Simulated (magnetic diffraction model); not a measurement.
# Which magnetic order? Yb2ErSi3Ni

Space group C2/m (no. 12), a = 10.3320 Å, b = 4.2450 Å, c = 13.4910 Å, β = 110.86°.

| site | atom | x | y | z |
| --- | --- | --- | --- | --- |
| 4i | Yb | 0.7509 | 0 | 0.2300 |
| 4i | Yb | 0.9701 | 1/2 | 0.6227 |
| 4i | Er | 0.0980 | 1/2 | 0.9219 |
| 4i | Ni | 0.2509 | 1/2 | 0.5985 |
| 4i | Si | 0.9564 | 0 | 0.7659 |
| 4i | Si | 0.8663 | 0 | 0.4555 |
| 4i | Si | 0.3842 | 1/2 | 0.9235 |

The compound is invented for this exercise: a known structure type with other elements, its cell scaled to their sizes and not relaxed.

Only Yb and Er are taken to order (form factors of Yb3+ and Er3+); orders and moment sizes are assumed, and not adapted to the symmetry. Radiation: neutrons of λ = 2.36 Å, 3° to 45°; isotropic B of 0.25 Å² (Yb), 0.23 Å² (Er), 0.31 Å² (Ni) and 0.46 Å² (Si). The intensities are simulated: I ∝ L Σ (|F_N|² + |F_M⊥|²) for unpolarised neutrons, with F_M = 2.695 fm/μB × Σ f(s) S exp(2πi Q·r) exp(−B s²) at Q = H ± k (one set where k and −k are equivalent), only the part normal to Q counting and L = 1/(sin²θ cos θ). For collinear order S is the moment m, which repeats by lattice and centring translations R with the sign exp(−2πi k·R). Form factors are spin-only for 3d ions and dipole or tabulated for f ions, scattering lengths are Sears's of 1992, and absorption is left out. A label names one of the reflections at its angle. The strongest nuclear line in the range is 100, and lines under 0.2 are left out.

Above the ordering temperature:

```tsv
2θ (°)	index	I
10.74	(0 0 1)	100.0
21.58	(0 0 2)	1.5
26.42	(2 0 -1)	4.7
28.30	(2 0 0)	4.9
28.89	(2 0 -2)	0.8
32.62	(0 0 3)	2.4
34.86	(2 0 -3)	2.5
35.35	(1 1 0)	19.0
38.58	(1 1 1)	13.7
38.91	(1 1 -2)	8.7
41.82	(2 0 2)	13.0
43.07	(2 0 -4)	14.7
43.98	(0 0 4)	6.1
```

Below it (cell unchanged):

```csv
2θ (°),I
10.74,136.7
21.58,17.7
26.42,8.9
28.30,37.9
28.89,74.8
32.62,4.0
33.86,3.0
34.86,29.1
35.35,132.4
38.58,79.4
38.91,10.4
41.82,14.7
43.07,41.7
43.98,10.6
44.53,38.3
```

**Question.** Find the propagation vector, then choose among these models:
A. collinear moments along [101], 2.3 μB on Yb and 7.8 μB on Er; signs + at (0.7509, 0, 0.2300), − at (0.9701, 1/2, 0.6227), + at (0.2491, 0, 0.7700), − at (0.0299, 1/2, 0.3773), + at (0.0980, 1/2, 0.9219), + at (0.9020, 1/2, 0.0781)
B. collinear moments along [101], 2.3 μB on Yb and 7.8 μB on Er; signs + at (0.7509, 0, 0.2300), − at (0.9701, 1/2, 0.6227), + at (0.2491, 0, 0.7700), − at (0.0299, 1/2, 0.3773), − at (0.0980, 1/2, 0.9219), − at (0.9020, 1/2, 0.0781)
C. collinear moments along [110], 2.3 μB on Yb and 7.8 μB on Er; signs + at (0.7509, 0, 0.2300), − at (0.9701, 1/2, 0.6227), + at (0.2491, 0, 0.7700), − at (0.0299, 1/2, 0.3773), + at (0.0980, 1/2, 0.9219), + at (0.9020, 1/2, 0.0781)
D. collinear moments along [110], 2.3 μB on Yb and 7.8 μB on Er; signs + at (0.7509, 0, 0.2300), − at (0.9701, 1/2, 0.6227), + at (0.2491, 0, 0.7700), − at (0.0299, 1/2, 0.3773), − at (0.0980, 1/2, 0.9219), − at (0.9020, 1/2, 0.0781)

No line moves, and magnetic intensity falls on nuclear lines such as the one at 35.35°; new lines at (2 0 1) have whole indices that obey the lattice centring, at places with no nuclear intensity to speak of, so the magnetic cell equals the chemical primitive cell: k = 0.

Magnetic intensity, observed (below minus above) and for each model:

| 2θ (°) | index | observed | A | B | C | D |
| --- | --- | --- | --- | --- | --- | --- |
| 10.74 | (0 0 1) | 36.7 | 117.0 | 36.7 | 725.6 | 227.8 |
| 21.58 | (0 0 2) | 16.2 | 1.5 | 16.2 | 9.4 | 100.2 |
| 28.30 | (2 0 0) | 33.0 | 2.3 | 33.0 | 1.1 | 16.4 |
| 28.89 | (2 0 -2) | 74.0 | 3.4 | 74.0 | 1.0 | 20.9 |
| 34.86 | (2 0 -3) | 26.7 | 53.2 | 26.7 | 29.1 | 14.6 |
| 35.35 | (1 1 0) | 113.4 | 25.2 | 113.4 | 20.7 | 93.4 |
| 35.48 | (1 1 -1) | <0.2 | 82.8 | <0.2 | 62.9 | <0.2 |
| 44.53 | (1 1 2) | 38.1 | 21.1 | 38.1 | 33.1 | 59.6 |

Model B matches.

The structure used: k = (0 0 0), collinear moments along [101], 2.3 μB on Yb and 7.8 μB on Er; signs + at (0.7509, 0, 0.2300), − at (0.9701, 1/2, 0.6227), + at (0.2491, 0, 0.7700), − at (0.0299, 1/2, 0.3773), − at (0.0980, 1/2, 0.9219), − at (0.9020, 1/2, 0.0781).

[Logs are printed without paths, hosts, clocks, repeated set-up lines and the standing remarks that a program may print on its own settings, such as how far it seeks lower states.]
